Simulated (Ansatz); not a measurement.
# How cost and error scale: random rock-salt alloy of CaS and PbS (64 atoms) repeated

How do plane waves and support functions scale when random rock-salt alloy of CaS and PbS (64 atoms) is repeated?

Calculated with Ansatz 0.2.0; Kohn-Sham DFT, RPBE, PAW (set soft_2), plane waves.

Most raw output is cut from this account.

## Step 1: Set-up

The cell holds 64 atoms: 12 Pb, 32 S and 20 Ca. Cell: a = 11.565 Å, b = 11.565 Å, c = 11.565 Å, α = 90.0°, β = 90.0°, γ = 90.0°. It derives from CaS (rock-salt) and PbS, repeated 2×2×2. Rock-salt CaS, 2 x 2 x 2 conventional cells, 12 of 32 Ca sites given to Pb at random (x = 0.375), lattice by Vegard's rule (a = 5.782 Å); not relaxed, displaced by a Gaussian of 0.02 Å.

Limits known from the start: The host structure and its lattice constant were typed by rule, without a check against the phase diagram. Spin–orbit coupling is left out, which matters for the levels of the heavy elements.

## Step 2: Plane waves, typed cell on a dense mesh

The typed cell on a k-mesh is the yardstick: it samples like Γ on the cell repeated as often as the mesh has points along each axis. Its own convergence isn't tested.

input.yaml

```yaml
crystal:
  lattice:
    - [11.5646, 0.0, 0.0]
    - [0.0, 11.5646, 0.0]
    - [0.0, 0.0, 11.5646]
  atoms:
    - { symbol: Pb, position: [0.00095, 0.00455, 0.00048] }
    - { symbol: S, position: [0.25057, 0.00287, 0.99926] }
    - { symbol: Pb, position: [0.99971, 0.25123, 0.24903] }
    - { symbol: S, position: [0.2523, 0.24832, 0.24742] }
    - { symbol: Ca, position: [0.24918, 0.99899, 0.25241] }
    - { symbol: S, position: [0.99996, 0.99994, 0.24784] }
    - { symbol: Ca, position: [0.24805, 0.24856, 0.00027] }
    - { symbol: S, position: [0.00121, 0.24889, 0.00082] }
[... 52 atom lines left out ...]
    - { symbol: Pb, position: [0.75251, 0.49989, 0.74779] }
    - { symbol: S, position: [0.50094, 0.5006, 0.74789] }
    - { symbol: Pb, position: [0.74894, 0.75225, 0.49997] }
    - { symbol: S, position: [0.50125, 0.74732, 0.50004] }
kpoints:
  mp_grid: { grid: [3, 3, 3] }
hamiltonian:
  xc: rpbe
scf:
  occupations: { method: gaussian, width: 0.05 }
output:
  forces: true
  stress: true
  populations: true
  dos:
    method: { smearing: { sigma: 0.08 } }
    de: 0.1
    projected: { site_lists: { Ca: [Ca], Pb: [Pb], S: [S] } }
  eigenvalues: true
```

On the command line:

```
$ ansatz run input.yaml --threads 5 --pin off --max-ram 81920MiB --backend cuda --events-out ev --progress --plain --runs-dir out
```

Run time: 10 s. Hardware: 1 × NVIDIA H100 80GB HBM3 with 5 threads of AMD EPYC 7R13 (Zen 3), shared host; peak memory 2.1 GiB; 34 s of CPU time.

That memory is the host's; the program planned up to 27.3 GiB on the GPU.

Numbers from this run:

```yaml
free_energy: -208556.2604 eV
free_energy_per_atom: -3258.6916 eV/atom
scf_cycles: 8
pressure: 4.188 GPa
r_m_s_force_component: 0.2931 eV/Å
longest_force: 1.173 eV/Å
fermi_energy: 8.553 eV
spacing_of_highest_filled_and_lowest_empty_level: 1.893 eV
spilling_of_the_projection: 0.01095
```

The r.m.s. force component of 0.29 eV/Å sets the scale for the differences below.

## Step 3: Plane waves, 64 atoms

The typed cell is solved at Γ alone, the coarsest sampling of the series.

input.yaml, the sections that differ from step 2:

```yaml
kpoints:
  mp_grid: { grid: [1, 1, 1] }
output:
  forces: true
# crystal, hamiltonian, scf: as in step 2
```

Elapsed: 1.9 s, on 1 × NVIDIA H100 80GB HBM3 with 5 threads; peak memory 1.2 GiB; 2.9 s of CPU time.

That memory is the host's; the program planned up to 3.9 GiB on the GPU.

The energy lies 16.8 meV/atom above the dense-mesh reference.

## Step 4: Support functions, 64 atoms

The typed cell is solved at Γ alone, now in support functions.

This step: Kohn-Sham DFT, RPBE, PAW (set soft_2), localised support functions (medium) (Ansatz 0.2.0).

input.yaml: that of step 3 with these lines changed.

```diff
@@ -13,2 +13,4 @@
   occupations: { method: gaussian, width: 0.05 }
+  eigensolver: { kind: { support_functions: { accuracy: medium } } }
+  max_iter: 150
 output:
```

The job ended after 4.5 s (1 × NVIDIA H100 80GB HBM3 with 5 threads; peak memory 1.1 GiB).

That memory is the host's; the program planned up to 2.9 GiB on the GPU.

The program notes that the band table was not solved further than the SCF left it and it switched symmetry off.

The energy lies 16.4 meV/atom above the dense-mesh reference, and 0.42 meV/atom below plane waves of the same size, an offset between the two bases that leaves the sampling error alike.

## Step 5: Plane waves, 512 atoms

The cell is repeated and solved at Γ in plane waves, whose cost grows towards the cube of the size.

This step: Kohn-Sham DFT, RPBE, PAW (set soft_2), plane waves (Ansatz 0.2.0).

input.yaml, the sections that differ from step 4:

```yaml
crystal:
  lattice:
    - [11.5646, 0.0, 0.0]
    - [0.0, 11.5646, 0.0]
    - [0.0, 0.0, 11.5646]
  atoms:
    [... the 64 atom lines of step 2 ...]
  supercell: [2, 2, 2]
scf:
  occupations: { method: gaussian, width: 0.05 }
# kpoints, hamiltonian, output: as in step 4
```

Elapsed: 24 s, on 1 × NVIDIA H100 80GB HBM3 with 5 threads; peak memory 2.6 GiB; 37 s of CPU time.

That memory is the host's.

The program notes that it cut back its plan to fit the GPU's memory.

The energy lies 3.38 meV/atom above the dense-mesh reference.

## Step 6: Support functions, 512 atoms

The repeated cell is solved at Γ in support functions.

This step: Kohn-Sham DFT, RPBE, PAW (set soft_2), localised support functions (medium) (Ansatz 0.2.0).

input.yaml: that of step 5 with these lines changed.

```diff
@@ -14,2 +14,4 @@
   occupations: { method: gaussian, width: 0.05 }
+  eigensolver: { kind: { support_functions: { accuracy: medium } } }
+  max_iter: 150
 output:
```

The job ended after 18 s (1 × NVIDIA H100 80GB HBM3 with 5 threads; peak memory 2.7 GiB; 28 s of CPU time).

That memory is the host's; the program planned up to 14.8 GiB on the GPU.

The energy lies 2.96 meV/atom above the dense-mesh reference, and 0.42 meV/atom below plane waves of the same size, an offset between the two bases that leaves the sampling error alike.

## Step 7: Support functions, 1728 atoms

input.yaml: that of step 6 with these lines changed.

```diff
@@ -7,3 +7,3 @@
     [... the 64 atom lines of step 2 ...]
-  supercell: [2, 2, 2]
+  supercell: [3, 3, 3]
 kpoints:
```

Wall time 89 s (1 × NVIDIA H100 80GB HBM3 with 5 threads); peak memory 7.5 GiB.

That memory is the host's; the program planned up to 50.9 GiB on the GPU.

The energy lies 0.419 meV/atom below the dense-mesh reference.

## Step 8: All sizes together

Differences are against the typed cell on a 3×3×3 mesh, which samples like Γ on 1728 atoms (r.m.s. force component 0.293 eV/Å, gap 1.89 eV). Every repeated cell is solved at Γ, and forces are averaged over the copies of each atom. Hardware: 1 × NVIDIA H100 80GB HBM3 with 5 threads of AMD EPYC 7R13 (Zen 3), shared host.

```
atoms  repeats              basis  Δ force, r.m.s. (meV/Å)  Δ energy (meV/atom)  less plane waves of the same size (meV/atom)  gap (eV)  spread among copies (meV/Å)  SCF cycles   time  host memory (GiB)
   64    1×1×1        plane waves                     40.9                 16.8                                             -                       -                            -           8  1.9 s                1.2
   64    1×1×1  support functions                     40.9                 16.4                                         -0.42                    1.90                            -          15  4.5 s                1.1
  512    2×2×2        plane waves                     4.09                 3.38                                             -                       -                            0           8   24 s                2.6
  512    2×2×2  support functions                     4.17                 2.96                                         -0.42                    1.88                        0.049          12   18 s                2.7
 1728    3×3×3  support functions                     0.53               -0.419                                             -                    1.89                        0.046          14   89 s                7.5
```

## Step 9: The reference in detail

The comparisons rest on this run, so its electronic structure is set out here.

Length of the force by element:

```
element  coordination  atoms  mean length of the force (eV/Å)  spread   least   most
     Ca           all     20                            0.162  0.0511  0.0763  0.232
     Pb           all     12                            0.196  0.0762  0.0567  0.360
      S           all     32                            0.652   0.235  0.0826   1.17
```

Löwdin charges by element (they lack the spilled electrons, 0.096 e an atom on average):

```
element  coordination  atoms  mean charge (e)  spread  least    most
     Ca           all     20             1.59  0.0086   1.57    1.61
     Pb           all     12            0.465  0.0207  0.424   0.501
      S           all     32           -0.976   0.145  -1.16  -0.726
```

Charge against the make-up of the first shell:

```
Pb neighbours of S  atoms  mean charge (e)
                 1      9            -1.15
                 2     11            -1.01
                 3      7            -0.87
                 4      5           -0.731
```

Density of states as counts of states in windows of 0.5 eV (from the Fermi level), total and the larger projections:

```
from (eV)  to (eV)  total   S p  Pb p  Pb s
      -10     -9.5    0.0   0.0   0.0   0.0
     -9.5       -9    2.1   0.5   0.0   1.4
       -9     -8.5   11.6   2.6   0.1   7.9
     -8.5       -8    7.8   1.6   0.1   5.1
       -8     -7.5    2.5   0.5   0.0   1.5
     -7.5     -5.5    0.0   0.0   0.0   0.0
     -5.5       -5    5.9   3.8   1.8   0.0
       -5     -4.5   20.3  14.3   3.9   0.1
     -4.5       -4   24.5  18.5   3.2   0.1
       -4     -3.5   27.2  22.0   2.8   0.2
     -3.5       -3   40.1  35.9   1.6   0.2
       -3     -2.5   43.0  40.3   0.5   0.2
     -2.5       -2   13.3  11.5   0.2   0.9
       -2     -1.5   12.7   9.0   0.4   2.4
     -1.5       -1    4.8   3.3   0.1   1.1
       -1     -0.5    0.2   0.1   0.0   0.0
     -0.5      0.5    0.0   0.0   0.0   0.0
      0.5        1    0.3   0.0   0.2   0.0
        1      1.5    8.2   0.4   3.1   0.0
      1.5        2   19.6   1.7   6.4   0.1
        2      2.5   29.1   2.7  10.0   0.1
      2.5        3   32.1   2.8  10.1   0.1
```

The curve was stored every 0.10 eV, coarse against its broadening of 0.08 eV, so these counts are rough.

Between -26 and -10 eV lie 304 more states.

The stored curve holds about 520 of the 560 electrons; the rest, give or take the few that broadening carries across the Fermi level, lie in deeper levels below its range.

The levels nearest the highest filled one (over half full), pooled over k-points and spins:

```
level less the highest filled one (eV)  occupation
                                -0.134           2
                               -0.0973           2
                               -0.0881           2
                               -0.0645           2
                               -0.0337           2
                                     0           2
                                  1.89           0
                                  1.95           0
                                  1.98           0
                                  1.99           0
                                  2.02           0
                                  2.06           0
```

Mean Löwdin charges: Ca +1.59, Pb +0.47, S -0.98 e (they miss 1.1 % of the electrons, so they add up to more than the cell's charge). The charge on S changes by +0.140 e for each Pb neighbour that takes the place of another kind, on average.

## Step 10: Summary of results

```yaml
free_energy_per_atom: -3258.6916 eV/atom
density: 4.631 g/cm³
pressure: 4.188 GPa
r_m_s_force_component: 0.2931 eV/Å
spacing_of_highest_filled_and_lowest_empty_level: 1.893 eV
wall_time_of_the_6_dft_runs: 2.5 min
```

Repeating the cell at Γ samples more k-points: in plane waves the energy difference from the dense mesh goes from 16.8 meV/atom at 64 atoms to 3.38 at 512, and the force difference from 41 to 4.1 meV/Å. With plane waves, the time grows as the 1.2 power of the atom count between the two largest sizes, 64 and 512 atoms. The smaller run is short enough for fixed overheads to flatten this slope. With support functions, the time grows as the 1.3 power of the atom count between the two largest sizes, 512 and 1728 atoms. At equal size the support functions lie 0.42 meV/atom below plane waves, likely because their grid holds more waves than 420 eV; no run tests this. Support functions take 2.3 times the time of plane waves at 64 atoms and 0.75 times at 512, so the crossover lies within the series. Each time is a single run, so ratios and crossover are rough. The bases also began from different starting densities. At the largest size the support functions' forces differ from the reference by 0.18 % of the r.m.s. force, where they sample the same k-points.

Filled and empty levels are parted by 1.89 eV (on the run's k-points); a semilocal functional narrows such gaps, while the missing spin–orbit coupling widens them for these heavy elements, so the errors pull opposite ways.

Caveats: The geometry was built by rule, was displaced at random and isn't relaxed at this level: its force components are 0.29 eV/Å r.m.s. The pressure of 4.2 GPa means that a free cell would grow at this level.

[Logs are printed without paths, hosts, clocks, repeated set-up lines and the standing remarks that a program may print on its own settings, such as how far it seeks lower states.]

[Hosts, paths, dates, database ids (printed as entryN), source tags and the programs' standing remarks are cut or masked in the printed files.]
